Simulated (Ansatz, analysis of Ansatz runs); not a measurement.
**Vacancy formation of the monovacancy in Pt (PBE)**

Aim: the vacancy formation of the monovacancy in Pt, to be set beside the measurement. Set-up: PBE, 64-site cell, PBE lattice, 420 eV, k: 3x3x3 Gamma-centred, smearing 0.3 eV. The model is a cell of 64 host atoms with 1 Pt taken out. The formation energy is the energy of the cell with the vacancy less that of the same number of atoms in the perfect cell. This set-up takes another sampling or smearing than the usual one for this cell.

What was measured. Vacancy formation energy: 1.35 eV (quoted in “Nonuniversal structure of point defects in face-centered cubic metals”, 2021, Pui-Wai Ma and S. L. Dudarev, quoting earlier work (1991)). Vacancy formation energy: 1.32 eV, by positron annihilation (source inferred, footnote marker illegible) (quoted in “Vacancy-formation energies for fcc and bcc transition metals”, 1995, T. Korhonen, M. J. Puska, R. M. Nieminen, quoting earlier work (1987)).

Program: Ansatz 0.2.0. Level of theory: plane-wave PAW DFT, PBE; relaxation of all atoms of a defect supercell. Results are calculated unless marked as measured.

## Step 1: The structure

The cell holds 63 atoms: 63 Pt. Its edges and angles: a = 11.228 Å, b = 11.228 Å, c = 11.228 Å, α = 60.0°, β = 60.0°, γ = 60.0°. It derives from Pt (space group Fm-3m). Nearest the centre at fractional (0.500, 0.500, 0.500): Pt31 at 2.81 Å, Pt54 at 2.81 Å, Pt27 at 2.81 Å, Pt28 at 2.81 Å, Pt40 at 2.81 Å, Pt45 at 2.81 Å, Pt39 at 2.81 Å, Pt57 at 2.81 Å.

The host's primitive cell comes from a first run (plane-wave PAW DFT, PBE; relaxation of the host's cell and atoms): vectors of 2.807, 2.807 and 2.807 Å. That is 15.64 Å³ an atom, 3.7 % over the diffraction cell's volume. The supercell is built on it.

## Step 2: Relaxation, charge 0

Every later number rests on the structure around the defect, so the atoms are relaxed at the host's lattice first.

Contents of relax/input.yaml:

```yaml
relax:
  f_tol: 0.02
  max_steps: 80
  escape_saddle: false
crystal:
  lattice:
    - [0.0, 7.93929703, 7.93929703]
    - [7.93929703, 0.0, 7.93929703]
    - [7.93929703, 7.93929703, 0.0]
  atoms:
    - { symbol: Pt, position: [0.0, 0.0, 0.0] }
    - { symbol: Pt, position: [0.0, 0.0, 0.25] }
    - { symbol: Pt, position: [0.0, 0.0, 0.5] }
    - { symbol: Pt, position: [0.0, 0.0, 0.75] }
    - { symbol: Pt, position: [0.0, 0.25, 0.0] }
    - { symbol: Pt, position: [0.0, 0.25, 0.25] }
    - { symbol: Pt, position: [0.0, 0.25, 0.5] }
    - { symbol: Pt, position: [0.0, 0.25, 0.75] }
    - { symbol: Pt, position: [0.0, 0.5, 0.0] }
    - { symbol: Pt, position: [0.0, 0.5, 0.25] }
    - { symbol: Pt, position: [0.0, 0.5, 0.5] }
    - { symbol: Pt, position: [0.0, 0.5, 0.75] }
    - { symbol: Pt, position: [0.0, 0.75, 0.0] }
    - { symbol: Pt, position: [0.0, 0.75, 0.25] }
    - { symbol: Pt, position: [0.0, 0.75, 0.5] }
    - { symbol: Pt, position: [0.0, 0.75, 0.75] }
    - { symbol: Pt, position: [0.25, 0.0, 0.0] }
    - { symbol: Pt, position: [0.25, 0.0, 0.25] }
    - { symbol: Pt, position: [0.25, 0.0, 0.5] }
    - { symbol: Pt, position: [0.25, 0.0, 0.75] }
    - { symbol: Pt, position: [0.25, 0.25, 0.0] }
    - { symbol: Pt, position: [0.25, 0.25, 0.25] }
    - { symbol: Pt, position: [0.25, 0.25, 0.5] }
    - { symbol: Pt, position: [0.25, 0.25, 0.75] }
    - { symbol: Pt, position: [0.25, 0.5, 0.0] }
    - { symbol: Pt, position: [0.25, 0.5, 0.25] }
    - { symbol: Pt, position: [0.25, 0.5, 0.5] }
    - { symbol: Pt, position: [0.25, 0.5, 0.75] }
    - { symbol: Pt, position: [0.25, 0.75, 0.0] }
    - { symbol: Pt, position: [0.25, 0.75, 0.25] }
    - { symbol: Pt, position: [0.25, 0.75, 0.5] }
    - { symbol: Pt, position: [0.25, 0.75, 0.75] }
    - { symbol: Pt, position: [0.5, 0.0, 0.0] }
    - { symbol: Pt, position: [0.5, 0.0, 0.25] }
    - { symbol: Pt, position: [0.5, 0.0, 0.5] }
    - { symbol: Pt, position: [0.5, 0.0, 0.75] }
    - { symbol: Pt, position: [0.5, 0.25, 0.0] }
    - { symbol: Pt, position: [0.5, 0.25, 0.25] }
    - { symbol: Pt, position: [0.5, 0.25, 0.5] }
    - { symbol: Pt, position: [0.5, 0.25, 0.75] }
    - { symbol: Pt, position: [0.5, 0.5, 0.0] }
    - { symbol: Pt, position: [0.5, 0.5, 0.25] }
    - { symbol: Pt, position: [0.5, 0.5, 0.75] }
    - { symbol: Pt, position: [0.5, 0.75, 0.0] }
    - { symbol: Pt, position: [0.5, 0.75, 0.25] }
    - { symbol: Pt, position: [0.5, 0.75, 0.5] }
    - { symbol: Pt, position: [0.5, 0.75, 0.75] }
    - { symbol: Pt, position: [0.75, 0.0, 0.0] }
    - { symbol: Pt, position: [0.75, 0.0, 0.25] }
    - { symbol: Pt, position: [0.75, 0.0, 0.5] }
    - { symbol: Pt, position: [0.75, 0.0, 0.75] }
    - { symbol: Pt, position: [0.75, 0.25, 0.0] }
    - { symbol: Pt, position: [0.75, 0.25, 0.25] }
    - { symbol: Pt, position: [0.75, 0.25, 0.5] }
    - { symbol: Pt, position: [0.75, 0.25, 0.75] }
    - { symbol: Pt, position: [0.75, 0.5, 0.0] }
    - { symbol: Pt, position: [0.75, 0.5, 0.25] }
    - { symbol: Pt, position: [0.75, 0.5, 0.5] }
    - { symbol: Pt, position: [0.75, 0.5, 0.75] }
    - { symbol: Pt, position: [0.75, 0.75, 0.0] }
    - { symbol: Pt, position: [0.75, 0.75, 0.25] }
    - { symbol: Pt, position: [0.75, 0.75, 0.5] }
    - { symbol: Pt, position: [0.75, 0.75, 0.75] }
basis:
  ecutwfc: 420
  xc_grid: 2
hamiltonian:
  xc: pbe
kpoints:
  mp_grid: { grid: [3, 3, 3] }
scf:
  occupations: { method: methfessel_paxton, width: 0.3 }
  max_iter: 120
output:
  forces: true
checkpoint:
  write: "../relax.run"
  compress: false
  write_wavefunctions: true
  write_every: 100000
```

Run with:

```sh
$ ansatz run input.yaml --threads 4 --pin off --max-ram 14131MiB --backend cpu --events-out ev --progress --plain --runs-dir out
```

Numbers of over 12 decimals in the logs are rounded to 6 here.

The log of the run:

```text
[... repeated set-up lines and file paths are left out, and long positions are rounded to six places ...]
band count auto-derived: 682 (N_el = 1134.0; filled up to band 567; 681 by the electrons, moments and atoms)
Engine: ansatz 0.2.0, aarch64-unknown-linux-gnu
Pseudopotentials: kind: paw
Pseudopotential: Pt, paw, valence charge 18, recommended cutoff 420 eV (normal), Pt.paw.azcp
Functional definition: PBE
  parameter kappa = 0.804
  parameter beta = 0.066725
  exchange = pbe_x(kappa = kappa, mu = beta*pi^2/3)
  correlation = pbe_c(beta = beta)
Crystal: 63 atoms, lattice volume = 1000.866 Å³
Basis set: ecut = 420 eV, 19603 PW (Γ), exchange–correlation on 160×160×160 points (8 copies of the dense FFT grid, shifted against one another)
Bands: 682, of which v1, the nominal top of the filled ones, is band 567 counted from 1 (566 counted from 0)
Symmetry: 48 space group operations
Space group: Fm-3m (ITA 225), of the structure as read, at distance tolerance 1.0e-4 Å
k-points: 4 of 27
Non-local potential: Pt, projectors of the file, l = 0: 3, l = 1: 2, l = 2: 2, l = 3: 1
PAW form: soft (Blöchl's): semilocal exchange-correlation on the pseudo side does not see the compensation charge
PAW one-centre angular grid: Pt, 590 points (default); XC on 64 Gauss nodes
Initial density: superposition of atomic densities (neutral atoms: chi_scale 0, normalization atom), corrected by the library's trained network
Initial wavefunctions: pseudopotential atomic-orbital guess
Functional: x = pbe(κ = 0.804, μ = 0.219515), c = pbe(β = 0.066725)
SCF iter   1: F=—  HF=-788949.223882 eV  |F-HF|=—  |Δ(HF+E_count)|=         —  Δρ=4.03e-3  dr2=8.88e-2  ethr=1.77e-3  ⟨swp⟩=5.0  Hψ=9214  notcnv=0  defer=11
preconditioner: auto → Kerker (q_TF=auto, 2.786 Å⁻¹)  [metal: Δε(μ)=0.012 eV  Ē_g=8.227 eV  σ=0.300 eV  W_gap=0.03  n_scr=338 (ndim 8)  ℏωp=29.5 eV  f_vac=0.005  D(μ)=110.70/eV (n_scr^D=1458)]
SCF iter   2: F=—  HF=-788949.270547 eV  |F-HF|=—  |Δ(HF+E_count)|=   4.67e-2  S|Δr|=    0.00e0  Δρ=2.17e-3  dr2=2.74e-2  ethr=7.83e-6  ⟨swp⟩=2.0  Hψ=4248  notcnv=0  defer=11
SCF iter   3: F=—  HF=-788949.280488 eV  |F-HF|=—  |Δ(HF+E_count)|=   9.94e-3  S|Δr|=    0.00e0  Δρ=2.11e-4  dr2=1.03e-3  ethr=2.42e-6  ⟨swp⟩=2.0  Hψ=3611  notcnv=0  defer=11
SCF iter   4: F=—  HF=-788949.284214 eV  |F-HF|=—  |Δ(HF+E_count)|=   3.73e-3  S|Δr|=    0.00e0  Δρ=7.50e-5  dr2=1.68e-4  ethr=9.09e-8  ⟨swp⟩=2.0  Hψ=3607  notcnv=0  defer=11
SCF iter   5: F=-788949.284228 eV  HF=-788949.284231 eV  |F-HF|=3.02e-6  |Δ(HF+E_count)|=   1.77e-5  S|Δr|=    0.00e0  Δρ=1.91e-5  dr2=7.43e-6  ethr=8.82e-10  ⟨swp⟩=3.0  Hψ=9264  notcnv=0
SCF 1 converged in 5 iterations: F = -788949.284228 eV  dr2 = 7.43e-6
  greatest PAW one-centre occupation: 1.000 electrons in one spin orbital (limit 2), on the Pt atom at site 54 (counted from 0), in its partial waves of l = 0
relax step   1: F+E_penalty+E_count = -788949.28422842 eV  Δ(F+E_penalty+E_count) = +0.000e0 eV  max|allowed force component| = 4.493e-1 eV/Å  Δτ_max = 0.0000 Å  (5 SCF iters, dr2 threshold 1.00e-5 eV, accepted)
[... the SCF cycles and remarks between the steps are left out from here to the last step ...]
relax step   2: F+E_penalty+E_count = -788949.38023715 eV  Δ(F+E_penalty+E_count) = -9.601e-2 eV  max|allowed force component| = 4.432e-1 eV/Å  Δτ_max = 0.1287 Å  (6 SCF iters, dr2 threshold 1.26e-5 eV, accepted)
relax step   3: F+E_penalty+E_count = -788949.61505178 eV  Δ(F+E_penalty+E_count) = -2.348e-1 eV  max|allowed force component| = 1.447e-2 eV/Å  Δτ_max = 0.0526 Å  (6 SCF iters, dr2 threshold 1.23e-5 eV, accepted)
iter 1 solved again at ethr=1.55e-10 eV; its pass at ethr=3.10e-3 eV (dr2=1.75e-6 eV) is discarded
SCF iter   1: F=—  HF=-788949.615065 eV  |F-HF|=—  |Δ(HF+E_count)|=         —  Δρ=7.26e-6  dr2=1.75e-6  ethr=1.55e-10  ⟨swp⟩=1.0  Hψ=7560  notcnv=0  defer=2
SCF iter   2: F=—  HF=-788949.615053 eV  |F-HF|=—  |Δ(HF+E_count)|=   1.24e-5  S|Δr|=    0.00e0  Δρ=5.11e-6  dr2=1.19e-6  ethr=1.54e-10  ⟨swp⟩=1.0  Hψ=2408  notcnv=0  defer=2
SCF iter   3: F=—  HF=-788949.615053 eV  |F-HF|=—  |Δ(HF+E_count)|=   2.18e-8  S|Δr|=    0.00e0  Δρ=1.78e-6  dr2=1.31e-7  ethr=1.05e-10  ⟨swp⟩=2.0  Hψ=3508  notcnv=0  defer=2
SCF iter   4: F=-788949.615053 eV  HF=-788949.615053 eV  |F-HF|=9.31e-10  |Δ(HF+E_count)|=   1.35e-8  S|Δr|=    0.00e0  Δρ=7.57e-7  dr2=1.00e-8  ethr=8.82e-12  ⟨swp⟩=3.0  Hψ=6239  notcnv=0
SCF 4 converged in 4 iterations: F = -788949.615053 eV  dr2 = 1.00e-8
relax step   4: F+E_penalty+E_count = -788949.61505278 eV  Δ(F+E_penalty+E_count) = -9.990e-7 eV  max|allowed force component| = 1.447e-2 eV/Å  Δτ_max = 0.0000 Å  (4 SCF iters, accepted)
NSCF: frozen V_eff on 4 k-points
the band table was solved once a step of the walk had ended and its energy, with any forces and stress, was formed, with the checks that follow a solve (7913 applications of the Hamiltonian). They found nothing against the state; [...]
SCF converged after 4 iterations
Stability not checked: this state was not tested for a lower state beside it, because cold or Methfessel-Paxton smearing, or corrected tetrahedra, fill the levels in a way that the test cannot read (fill_not_monotonic; see scf.lower_state_search)
Free energy (F): -788949.615053 eV
Harris-Foulkes:  -788949.615053 eV  (|F-HF|=9.31e-10)
Internal energy: -788949.229115 eV  (E = F + TS)
E sigma→0 (E₀):  -788949.518568 eV
Entropy (-TS):   -0.385938 eV (-6.126 meV/atom)
Fermi energy:    21.861799 eV
--- Per-component energies (eV) ---
  E_band       = -9615.218065
  E_kinetic    = 40120.232180
  E_local      = -97739.337249  (includes V_loc(G=0)·N_el)
  E_nonlocal   = 12589.591395
  E_hartree    = 36315.665028
  E_xc         = -16474.160762
  E_vxc        = -19054.595204  (∫ρ·V_xc dr)
  E_paw        = -595595.514371  (= ΣΔE_a)
  E_vpaw       = -18162.457960  (= ΣTr[D̂ρ^β])
  E_aug_tail   = 0.012852  (compensation charges beyond the density's cutoff)
  E_ewald      = -168165.718187
  E_smearing   = -0.385938  (= −TS)
  E_closure    = -0.000000  (closes the sum)
  Σ components = -788949.615053   (vs F -788949.615053, Δ=0.00e0)
--- Forces (eV/Å), atoms counted from 1 ---
  atom   1  Pt     0.00000000    -0.00000000    -0.00000000
  atom   2  Pt     0.00394742     0.00394742     0.00000000
  [... 25 atoms left out ...]
  atom  28  Pt     0.00689543     0.00000000    -0.00689543
  [... 2 atoms left out ...]
  atom  31  Pt     0.00689543    -0.00689543    -0.00000000
  [... 7 atoms left out ...]
  atom  39  Pt    -0.00689543    -0.00000000    -0.00689543
  atom  40  Pt    -0.00000000     0.00689543    -0.00689543
  [... 2 atoms left out ...]
  atom  43  Pt     0.00689543     0.00689543     0.00000000
  [... 1 atom left out ...]
  atom  45  Pt     0.00000000    -0.00689543     0.00689543
  atom  46  Pt     0.00689543     0.00000000     0.00689543
  [... 7 atoms left out ...]
  atom  54  Pt    -0.00689543     0.00689543     0.00000000
  [... 2 atoms left out ...]
  atom  57  Pt    -0.00689543    -0.00000000     0.00689543
  atom  58  Pt    -0.00000000     0.00689543     0.00689543
  [... 5 atoms left out ...]
  max |Σ_I F_I| component: 1.22e-17 eV/Å
--- Band table (eV) ---
  k-point 0: bands = ["-76.5385", "-76.5371", "-76.5371", "-76.5371", [... 674 left out ...] "32.3776", "32.4257", "32.4257", "32.4257"]
  k-point 1: bands = ["-76.5382", "-76.5374", "-76.5370", "-76.5370", [... 674 left out ...] "31.7940", "31.8885", "32.0265", "32.3097"]
  [... further k-points left out ...]
--- Relaxed structure (4 steps of the walk, 4 accepted, 0 SCFs on fresh bases) ---
  F+E_penalty+E_count = -788949.61505278 eV   max|allowed force component| = 1.447e-2 eV/Å
  atoms:
    - { symbol: Pt, position: [-2.028913454399597e-19, 0, 0] }
    - { symbol: Pt, position: [0, 0, 0.250500] }
    [... 25 atoms left out ...]
    - { symbol: Pt, position: [0.256780, 0.5, 0.743220] }
    [... 2 atoms left out ...]
    - { symbol: Pt, position: [0.256780, 0.743220, 0.5] }
    [... 7 atoms left out ...]
    - { symbol: Pt, position: [0.5, 0.256780, 0.500000] }
    - { symbol: Pt, position: [0.5, 0.256780, 0.743220] }
    [... 2 atoms left out ...]
    - { symbol: Pt, position: [0.5, 0.5, 0.743220] }
    [... 1 atom left out ...]
    - { symbol: Pt, position: [0.5, 0.743220, 0.256780] }
    - { symbol: Pt, position: [0.5, 0.743220, 0.5] }
    [... 7 atoms left out ...]
    - { symbol: Pt, position: [0.743220, 0.256780, 0.5] }
    [... 2 atoms left out ...]
    - { symbol: Pt, position: [0.743220, 0.5, 0.256780] }
    - { symbol: Pt, position: [0.743220, 0.5, 0.5] }
    [... 5 atoms left out ...]
```

It took 4.5 min on 4 threads of Arm Neoverse V1, shared host; peak memory 9.5 GiB; 17 min of CPU time.

Step by step:

```tsv
step	energy less that of the first step (eV)	largest force component (eV/Å)
1	0.0000	0.4493
2	-0.0960	0.4432
3	-0.3308	0.0145
4	-0.3308	0.0145
```

Forces are held to the 48 operations that the run works with; a distortion that breaks them can't arise in this run.

The atoms that moved most (Å):

```tsv
atom	dx	dy	dz	length
Pt42	0.054	0.054	0.000	0.076
Pt27	0.000	0.054	0.054	0.076
Pt39	0.054	0.000	0.054	0.076
Pt28	-0.054	0.000	0.054	0.076
Pt54	0.054	-0.054	0.000	0.076
Pt40	0.000	-0.054	0.054	0.076
Pt31	-0.054	0.054	0.000	0.076
Pt45	0.000	0.054	-0.054	0.076
```

The atoms nearest to the centre after the run:

```tsv
atom	distance (Å)
Pt42	2.731
Pt27	2.731
Pt39	2.731
Pt28	2.731
Pt54	2.731
Pt40	2.731
Pt31	2.731
Pt45	2.731
Pt43	2.731
Pt57	2.731
Pt46	2.731
Pt58	2.731
```

This step gave:

| Property | Result |
| --- | --- |
| free energy | -788949.6151 eV |
| smearing term TS | 0.3859 eV |

The relaxation ends 5.3 meV an atom lower, with a largest force component of 0.014 eV/Å.

## Step 3: Defect-free supercell

The perfect cell is run with the same cutoff and k-points as the defect cell, so that sampling errors largely cancel in the difference.

This step: plane-wave PAW DFT, PBE; single point of the defect-free supercell.

System of this step: The cell holds 64 atoms: 64 Pt. Its edges and angles: a = 11.228 Å, b = 11.228 Å, c = 11.228 Å, α = 60.0°, β = 60.0°, γ = 60.0°.

Contents of host/input.yaml:

```yaml
crystal:
  lattice:
    - [0.0, 7.9392970329, 7.9392970329]
    - [7.9392970329, 0.0, 7.9392970329]
    - [7.9392970329, 7.9392970329, 0.0]
  atoms:
    - { symbol: Pt, position: [0.0, 0.0, 0.0] }
    - { symbol: Pt, position: [0.0, 0.0, 0.25] }
    - { symbol: Pt, position: [0.0, 0.0, 0.5] }
    - { symbol: Pt, position: [0.0, 0.0, 0.75] }
    - { symbol: Pt, position: [0.0, 0.25, 0.0] }
    - { symbol: Pt, position: [0.0, 0.25, 0.25] }
    - { symbol: Pt, position: [0.0, 0.25, 0.5] }
    - { symbol: Pt, position: [0.0, 0.25, 0.75] }
[... 50 atom lines left out ...]
    - { symbol: Pt, position: [0.75, 0.5, 0.5] }
    - { symbol: Pt, position: [0.75, 0.5, 0.75] }
    - { symbol: Pt, position: [0.75, 0.75, 0.0] }
    - { symbol: Pt, position: [0.75, 0.75, 0.25] }
    - { symbol: Pt, position: [0.75, 0.75, 0.5] }
    - { symbol: Pt, position: [0.75, 0.75, 0.75] }
basis:
  ecutwfc: 420
  xc_grid: 2
hamiltonian:
  xc: pbe
kpoints:
  mp_grid: { grid: [3, 3, 3] }
scf:
  occupations: { method: methfessel_paxton, width: 0.3 }
  max_iter: 120
output:
  forces: true
```

The log of the run:

```text
[...]
Crystal: 64 atoms, lattice volume = 1000.866 Å³
Basis set: ecut = 420 eV, 19603 PW (Γ), exchange–correlation on 160×160×160 points (8 copies of the dense FFT grid, shifted against one another)
Bands: 693, of which v1, the nominal top of the filled ones, is band 576 counted from 1 (575 counted from 0)
Symmetry: 3072 space group operations
[...]
k-points: 4 of 27
[...]
SCF iter   1: F=—  HF=-801473.266759 eV  |F-HF|=—  |Δ(HF+E_count)|=         —  Δρ=3.38e-3  dr2=1.79e-2  ethr=1.77e-3  ⟨swp⟩=5.0  Hψ=8956  notcnv=0
[...]
SCF iter   5: F=-801473.333366 eV  HF=-801473.333366 eV  |F-HF|=4.99e-8  |Δ(HF+E_count)|=   3.40e-6  S|Δr|=    0.00e0  Δρ=1.13e-5  dr2=9.62e-7  ethr=8.68e-11  ⟨swp⟩=2.0  Hψ=8564  notcnv=0
SCF 1 converged in 5 iterations: F = -801473.333366 eV  dr2 = 9.62e-7
[...]
SCF converged after 5 iterations
[...]
Free energy (F): -801473.333366 eV
[...]
Internal energy: -801472.932776 eV  (E = F + TS)
E sigma→0 (E₀):  -801473.233218 eV
Entropy (-TS):   -0.400591 eV (-6.259 meV/atom)
Fermi energy:    22.318656 eV
[...]
```

Run time: 57 s. Hardware: 4 threads; peak memory 9 GiB.

Numbers from this step:

| Quantity | Value |
| --- | --- |
| free energy | -801473.3334 eV |
| smearing term TS | 0.4006 eV |

## Step 4: Outcome

```yaml
energy_gained_by_relaxing_the_atoms: 0.33 eV
vacancy_formation_energy_at_fixed_volume_0_k: 0.70 eV
time_of_the_whole_chain: 5.5 min on 4 threads
```

Vacancy formation energy: computed 0.70 eV, measured 1.35 eV and 1.32 eV; 0.62 eV below the nearest measurement. The calculation is for 0 K; measured enthalpies come from near the melting point and hold vibrational and anharmonic parts. Semilocal functionals misjudge the energy of a vacancy's internal surface; LDA and PBEsol usually give larger values than PBE.

[Logs are printed without paths, hosts, clocks, repeated set-up lines and the standing remarks that a program may print on its own settings, such as how far it seeks lower states.]

[Hosts, paths, dates, database ids (printed as entryN), source tags and the programs' standing remarks are cut or masked in the printed files.]

[For some hosts the program warned that the k-mesh of the response run may be too coarse for force constants and the static dielectric constant; such warnings are not shown here.]
